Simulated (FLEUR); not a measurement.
# Cobalt: which magnetic order is lowest

A self-consistent run ends on one state, which hangs on the start. Several orders of Cobalt are started in FLEUR and their energies compared.

Calculated with FLEUR MaX-R8.1; PBEsol; all-electron FLAPW, Dirac cores, scalar-relativistic bands.

This is a report of a sequence of runs, with most program output left out.

### 1. The starting structure

Symmetry: P6_3/mmc, No. 194, hexagonal system. Conventional cell: a = 2.507 Å, b = 2.507 Å, c = 4.070 Å, α = 90.00°, β = 90.00°, γ = 120.00°. Nearest to Co lie 12 Co at 2.50 to 2.51 Å.

As a file:

```cif
data_structure
_symmetry_space_group_name_H-M 'P 1'
_symmetry_Int_Tables_number 1
_cell_length_a 2.5074
_cell_length_b 2.5074
_cell_length_c 4.0699
_cell_angle_alpha 90.000
_cell_angle_beta 90.000
_cell_angle_gamma 120.000
_cell_volume 22.16
loop_
_atom_site_label
_atom_site_type_symbol
_atom_site_fract_x
_atom_site_fract_y
_atom_site_fract_z
_atom_site_occupancy
Co1 Co 0.33333 0.66667 0.25000 1
Co2 Co 0.66667 0.33333 0.75000 1
```

### 2. Order 1, typed as ferro ++

The parallel start is the test of whether parallel moments hold.

inpgen writes inp.xml from crystal.txt; cutoffs, mixing, functional, smearing and local orbitals are then set in the file. The k list default-1 (kpts.xml, not shown) is a Γ-centred 12×12×12 mesh; where the ranks do not divide the number of points, some are split in two of half the weight.

File inp.xml:

```
<?xml version="1.0" encoding="UTF-8" standalone="no"?>
<fleurInput fleurInputVersion="0.39">
   <comment>
      Co
   </comment>
   <calculationSetup>
      <cutoffs Kmax="3.6" Gmax="10.8" GmaxXC="10.8" numbands="0"/>
      <scfLoop itmax="90" minDistance="0.00002" maxIterBroyd="15" imix="Anderson" alpha="0.05" precondParam="0.0" spinf="2.0" sdNocoIR="T"/>
      <coreElectrons ctail="T" frcor="F" kcrel="0" coretail_lmax="0"/>
      <xcFunctional name="PBEs" relativisticCorrections="F"/>
      <magnetism jspins="2"/>
      <soc l_soc="F" theta="0.0" phi="0.0" spav="F"/>
      <expertModes spex="0" secvar="F"/>
      <geometryOptimization l_f="F" forcealpha="1.0" forcemix="BFGS" epsdisp="0.00001" epsforce="0.00001"/>
      <ldaU l_linMix="F" mixParam="0.05" spinf="1.0"/>
   </calculationSetup>
   <cell>
      <bzIntegration valenceElectrons="34.0" mode="hist" fermiSmearingEnergy="0.00293995">
         <kPointListSelection listName="default-1"/>
         <xi:include xmlns:xi="http://www.w3.org/2001/XInclude" href="kpts.xml"> </xi:include>
      </bzIntegration>
      <xi:include xmlns:xi="http://www.w3.org/2001/XInclude" href="sym.xml"> </xi:include>
      <bulkLattice scale="1.0">
         <bravaisMatrix>
            <row-1>    4.7382992847653478     0.0000000000188973     0.0000000000000000</row-1>
            <row-2>   -2.3691496423921228     4.1034875513345304     0.0000000000000000</row-2>
            <row-3>    0.0000000000000000     0.0000000000000000     7.6909963545095392</row-3>
         </bravaisMatrix>
      </bulkLattice>
   </cell>
   <atomSpecies>
      <species name="Cobalt (Co2.000" element="Co" atomicNumber="27">
         <mtSphere radius="2.3" gridPoints="761" logIncrement="0.016"/>
         <atomicCutoffs lmax="8" lnonsphr="6"/>
         <electronConfig flipSpins="F">
            <coreConfig>(1s1/2) (2s1/2) (2p1/2) (2p3/2)</coreConfig>
            <valenceConfig>(3s1/2) (3p1/2) (3p3/2) (4s1/2) (3d3/2) (3d5/2)</valenceConfig>
            <stateOccupation state="(3d3/2)" spinUp="1.5" spinDown="1.3"/>
            <stateOccupation state="(3d5/2)" spinUp="3.0" spinDown="1.2"/>
         </electronConfig>
         <energyParameters s="4" p="4" d="3" f="4"/>
         <lo type="SCLO" l="0" n="3" eDeriv="0"/>
         <lo type="SCLO" l="1" n="3" eDeriv="0"/>
      </species>
   </atomSpecies>
   <atomGroups>
      <atomGroup species="Cobalt (Co2.000">
         <relPos label="                   1">1.000/3.000 -1.000/3.000 1.000/4.000</relPos>
         <relPos label="                   2">-1.000/3.000 1.000/3.000 -1.000/4.000</relPos>
         <force calculate="T" relaxXYZ="TTT"/>
      </atomGroup>
   </atomGroups>
   <output dos="F" band="F" slice="F">
      <bandDOS minEnergy="-.5*Htr" maxEnergy="0.5*Htr" sigma="0.015" storeEVData="T"/>
      <plotting iplot="0" polar="F">
         <plot TwoD="T" vec1="  1.0  0.0  0.0" vec2="  0.0  1.0  0.0" vec3="  0.0  0.0  1.0" zero="  0.0  0.0  0.0" file="plot"/>
      </plotting>
      <moessbauerParams electricFieldGradient="F" isomerShift="F" coreHyperfine="F" valenceHyperfine="F"/>
   </output>
</fleurInput>
```

File crystal.txt:

```
Co
&input film=F cartesian=F /
2.50739999997  0.00000000001  0.00000000000
-1.25369999999  2.17147209742  0.00000000000
0.00000000000  0.00000000000  4.06990000000
1.8897261246
1.0 1.0 1.0

2
27 0.33333333333  0.66666666667  0.25000000000 : 2.000
27 0.66666666667  0.33333333333  0.75000000000 : 2.000

&kpt div1=12 div2=12 div3=12 gamma=T /
```

Started as:

```
$ OMP_NUM_THREADS=1 inpgen -f crystal.txt > inpgen.log  # inp.xml is then edited as shown
$ OMP_NUM_THREADS=1 mpirun -n 4 fleur_MPI > fleur.log
```

Run time: 11 s. Hardware: 4 MPI ranks of AMD EPYC 9R45, shared host; peak memory 0.2 GiB; 43 s of CPU time.

Numbers from this step:

```yaml
free_energy: -75770.4853 eV
program_s_band_gap_on_this_mesh_in_a_metal_only_a_level_spacing: 0.001067 eV
magnetization: 3.289 μB
final_state: ferromagnetic
largest_moment: 1.701 μB
```

After 18 cycles the largest moment stands at 1.70 μB.

### 3. Run 2 (antiferro +-)

Another pattern of signs weighs the neighbour shells otherwise.

Edit inp.xml of step 2 so:

```diff
@@ -44,2 +44,15 @@
       </species>
+      <species name="Cobalt (Co-2.000" element="Co" atomicNumber="27">
+         <mtSphere radius="2.3" gridPoints="761" logIncrement="0.016"/>
+         <atomicCutoffs lmax="8" lnonsphr="6"/>
+         <electronConfig flipSpins="F">
+            <coreConfig>(1s1/2) (2s1/2) (2p1/2) (2p3/2)</coreConfig>
+            <valenceConfig>(3s1/2) (3p1/2) (3p3/2) (4s1/2) (3d3/2) (3d5/2)</valenceConfig>
+            <stateOccupation state="(3d3/2)" spinUp="1.3" spinDown="1.5"/>
+            <stateOccupation state="(3d5/2)" spinUp="1.2" spinDown="3.0"/>
+         </electronConfig>
+         <energyParameters s="4" p="4" d="3" f="4"/>
+         <lo type="SCLO" l="0" n="3" eDeriv="0"/>
+         <lo type="SCLO" l="1" n="3" eDeriv="0"/>
+      </species>
    </atomSpecies>
@@ -48,2 +61,5 @@
          <relPos label="                   1">1.000/3.000 -1.000/3.000 1.000/4.000</relPos>
+         <force calculate="T" relaxXYZ="TTT"/>
+      </atomGroup>
+      <atomGroup species="Cobalt (Co-2.000">
          <relPos label="                   2">-1.000/3.000 1.000/3.000 -1.000/4.000</relPos>
```

Edit crystal.txt of step 2 so:

```diff
@@ -10,3 +10,3 @@
 27 0.33333333333  0.66666666667  0.25000000000 : 2.000
-27 0.66666666667  0.33333333333  0.75000000000 : 2.000
+27 0.66666666667  0.33333333333  0.75000000000 : -2.000
```

Run time: 23 s. Hardware: 4 MPI ranks; peak memory 0.26 GiB; 92 s of CPU time.

Numbers from this step:

- free energy: -75770.0610 eV
- program's band gap on this mesh (in a metal only a level spacing): 0.01184 eV
- magnetization: 0 μB
- final state: antiferromagnetic
- largest moment: 0.9408 μB

It lies 212 meV a seeded atom over the first start, and its largest moment is 0.941 μB against 1.70 μB.

### 4. Start 3: antiferro q=(0,1/2,0) +-+-

An opposed order shows whether neighbours prefer unlike signs.

This order needs a doubled cell of 4 atoms. The mesh is halved along the doubled vector, so that both cells sample the same points. The k list default-1 (kpts.xml, not shown) is a Γ-centred 12×6×12 mesh.

Edit inp.xml of step 3 so:

```diff
@@ -17,3 +17,3 @@
    <cell>
-      <bzIntegration valenceElectrons="34.0" mode="hist" fermiSmearingEnergy="0.00293995">
+      <bzIntegration valenceElectrons="68.0" mode="hist" fermiSmearingEnergy="0.00293995">
          <kPointListSelection listName="default-1"/>
@@ -24,4 +24,4 @@
          <bravaisMatrix>
-            <row-1>    4.7382992847653478     0.0000000000188973     0.0000000000000000</row-1>
-            <row-2>   -2.3691496423921228     4.1034875513345304     0.0000000000000000</row-2>
+            <row-1>    4.7382992848220402     0.0000000000000000     0.0000000000000000</row-1>
+            <row-2>   -4.7382992848220402     8.2069751025934714     0.0000000000000000</row-2>
             <row-3>    0.0000000000000000     0.0000000000000000     7.6909963545095392</row-3>
@@ -60,3 +60,4 @@
       <atomGroup species="Cobalt (Co2.000">
-         <relPos label="                   1">1.000/3.000 -1.000/3.000 1.000/4.000</relPos>
+         <relPos label="                   1">1.000/3.000 1.000/12.000 1.000/4.000</relPos>
+         <relPos label="                   3">-1.000/3.000 -1.000/12.000 -1.000/4.000</relPos>
          <force calculate="T" relaxXYZ="TTT"/>
@@ -64,3 +65,4 @@
       <atomGroup species="Cobalt (Co-2.000">
-         <relPos label="                   2">-1.000/3.000 1.000/3.000 -1.000/4.000</relPos>
+         <relPos label="                   2">1.000/3.000 -5.000/12.000 1.000/4.000</relPos>
+         <relPos label="                   4">-1.000/3.000 5.000/12.000 -1.000/4.000</relPos>
          <force calculate="T" relaxXYZ="TTT"/>
```

File crystal.txt:

```
Co
&input film=F cartesian=F /
2.50740000000  0.00000000000  0.00000000000
-2.50740000000  4.34294419480  0.00000000000
0.00000000000  0.00000000000  4.06990000000
1.8897261246
1.0 1.0 1.0

4
27 0.33333333340  0.33333333340  0.25000000000 : 2.000
27 0.33333333335  0.83333333335  0.25000000000 : -2.000
27 0.66666666660  0.16666666660  0.75000000000 : 2.000
27 0.66666666665  0.66666666665  0.75000000000 : -2.000

&kpt div1=12 div2=6 div3=12 gamma=T /
```

It took 2.5 min on 4 MPI ranks; peak memory 0.39 GiB.

Spin moment in the muffin-tin sphere by atom:

```
atom  spin moment in the muffin-tin sphere (μB)
 Co1                                       1.15
 Co2                                      -1.15
 Co3                                       1.15
 Co4                                      -1.15
```

Read from the output:

- free energy: -151540.2277 eV
- program's band gap on this mesh (in a metal only a level spacing): 5.15e-8 eV
- magnetization: 0 μB
- final state: antiferromagnetic

It lies 186 meV a seeded atom over the first start, and its largest moment is 1.15 μB against 1.70 μB.

### 5. Run 4 (no spin polarisation)

Without spin polarisation no moment can form, so the difference from the other runs is what forming moments gains.

The k list default-1 (kpts.xml, not shown) is a Γ-centred 12×12×12 mesh.

File inp.xml:

```
<?xml version="1.0" encoding="UTF-8" standalone="no"?>
<fleurInput fleurInputVersion="0.39">
   <comment>
      Co
   </comment>
   <calculationSetup>
      <cutoffs Kmax="3.6" Gmax="10.8" GmaxXC="10.8" numbands="0"/>
      <scfLoop itmax="90" minDistance="0.00002" maxIterBroyd="15" imix="Anderson" alpha="0.05" precondParam="0.0" spinf="2.0" sdNocoIR="T"/>
      <coreElectrons ctail="T" frcor="F" kcrel="0" coretail_lmax="0"/>
      <xcFunctional name="PBEs" relativisticCorrections="F"/>
      <magnetism jspins="1"/>
      <soc l_soc="F" theta="0.0" phi="0.0" spav="F"/>
      <expertModes spex="0" secvar="F"/>
      <geometryOptimization l_f="F" forcealpha="1.0" forcemix="BFGS" epsdisp="0.00001" epsforce="0.00001"/>
      <ldaU l_linMix="F" mixParam="0.05" spinf="1.0"/>
   </calculationSetup>
   <cell>
      <bzIntegration valenceElectrons="34.0" mode="hist" fermiSmearingEnergy="0.00293995">
         <kPointListSelection listName="default-1"/>
         <xi:include xmlns:xi="http://www.w3.org/2001/XInclude" href="kpts.xml"> </xi:include>
      </bzIntegration>
      <xi:include xmlns:xi="http://www.w3.org/2001/XInclude" href="sym.xml"> </xi:include>
      <bulkLattice scale="1.0">
         <bravaisMatrix>
            <row-1>    4.7382992847653478     0.0000000000188973     0.0000000000000000</row-1>
            <row-2>   -2.3691496423921228     4.1034875513345304     0.0000000000000000</row-2>
            <row-3>    0.0000000000000000     0.0000000000000000     7.6909963545095392</row-3>
         </bravaisMatrix>
      </bulkLattice>
   </cell>
   <atomSpecies>
      <species name="Cobalt (Co)" element="Co" atomicNumber="27">
         <mtSphere radius="2.3" gridPoints="761" logIncrement="0.016"/>
         <atomicCutoffs lmax="8" lnonsphr="6"/>
         <electronConfig flipSpins="F">
            <coreConfig>(1s1/2) (2s1/2) (2p1/2) (2p3/2)</coreConfig>
            <valenceConfig>(3s1/2) (3p1/2) (3p3/2) (4s1/2) (3d3/2) (3d5/2)</valenceConfig>
            <stateOccupation state="(3d3/2)" spinUp="1.400000" spinDown="1.400000"/>
            <stateOccupation state="(3d5/2)" spinUp="2.100000" spinDown="2.100000"/>
         </electronConfig>
         <energyParameters s="4" p="4" d="3" f="4"/>
         <lo type="SCLO" l="0" n="3" eDeriv="0"/>
         <lo type="SCLO" l="1" n="3" eDeriv="0"/>
      </species>
   </atomSpecies>
   <atomGroups>
      <atomGroup species="Cobalt (Co)">
         <relPos label="                   1">1.000/3.000 -1.000/3.000 1.000/4.000</relPos>
         <relPos label="                   2">-1.000/3.000 1.000/3.000 -1.000/4.000</relPos>
         <force calculate="T" relaxXYZ="TTT"/>
      </atomGroup>
   </atomGroups>
   <output dos="F" band="F" slice="F">
      <bandDOS minEnergy="-.5*Htr" maxEnergy="0.5*Htr" sigma="0.015" storeEVData="T"/>
      <plotting iplot="0" polar="F">
         <plot TwoD="T" vec1="  1.0  0.0  0.0" vec2="  0.0  1.0  0.0" vec3="  0.0  0.0  1.0" zero="  0.0  0.0  0.0" file="plot"/>
      </plotting>
      <moessbauerParams electricFieldGradient="F" isomerShift="F" coreHyperfine="F" valenceHyperfine="F"/>
   </output>
</fleurInput>
```

File crystal.txt:

```
Co
&input film=F cartesian=F /
2.50739999997  0.00000000001  0.00000000000
-1.25369999999  2.17147209742  0.00000000000
0.00000000000  0.00000000000  4.06990000000
1.8897261246
1.0 1.0 1.0

2
27 0.33333333333  0.66666666667  0.25000000000
27 0.66666666667  0.33333333333  0.75000000000

&kpt div1=12 div2=12 div3=12 gamma=T /
```

Wall time 5.5 s (4 MPI ranks); peak memory 0.19 GiB; 21 s of CPU time.

This step gave:

```
free energy                                                       : -75770.0480 eV
program's band gap on this mesh (in a metal only a level spacing) : 0.003518 eV
final state                                                       : non-magnetic (no spin polarisation)
```

It lies 219 meV a seeded atom over the first start.

### 6. The states side by side

Free energies are divided by the number of seeded atoms, so that cells of unlike size compare. Wavevectors q in the names are fractions of the primitive cell's reciprocal vectors.

Orders:

```csv
start,final state,typed order kept,energy over the lowest (meV a seeded atom),largest sphere moment (μB),net moment (μB a primitive cell),mesh matched,CPU time (s)
ferro ++,ferromagnetic,yes,0,1.701,3.289,yes,42.8
antiferro +-,antiferromagnetic,yes,212.1,0.9408,0,yes,92.47
"antiferro q=(0,1/2,0) +-+-",antiferromagnetic,yes,185.7,1.152,0,yes,610
no spin polarisation,non-magnetic,-,218.6,0,0,yes,21.05
```

### 7. What came out

- lowest state found: ferromagnetic (typed ferro ++)
- largest site spin moment: 1.70 μB
- next finished state: antiferromagnetic, 186 meV a seeded atom higher
- energy gained by spin polarisation: 219 meV a seeded atom

The lowest state found is ferromagnetic, reached from the start ferro ++, with moments up to 1.70 μB. The next finished state costs 186 meV a seeded atom. Only 4 starts were tried; other patterns of signs, canted and longer-period orders were not.

[Logs and program files are shortened in this print: banners, set-up blocks, solver, clock and traceback lines can be left out without a mark of their own.]

[Logs are printed without paths, hosts, clocks, repeated set-up lines and the standing remarks that a program may print on its own settings, such as how far it seeks lower states.]

[Hosts, paths, dates, database ids (printed as entryN), source tags and the programs' standing remarks are cut or masked in the printed files.]

[Where a cell is said to come from a database of computed structures, the database is the Materials Project.]
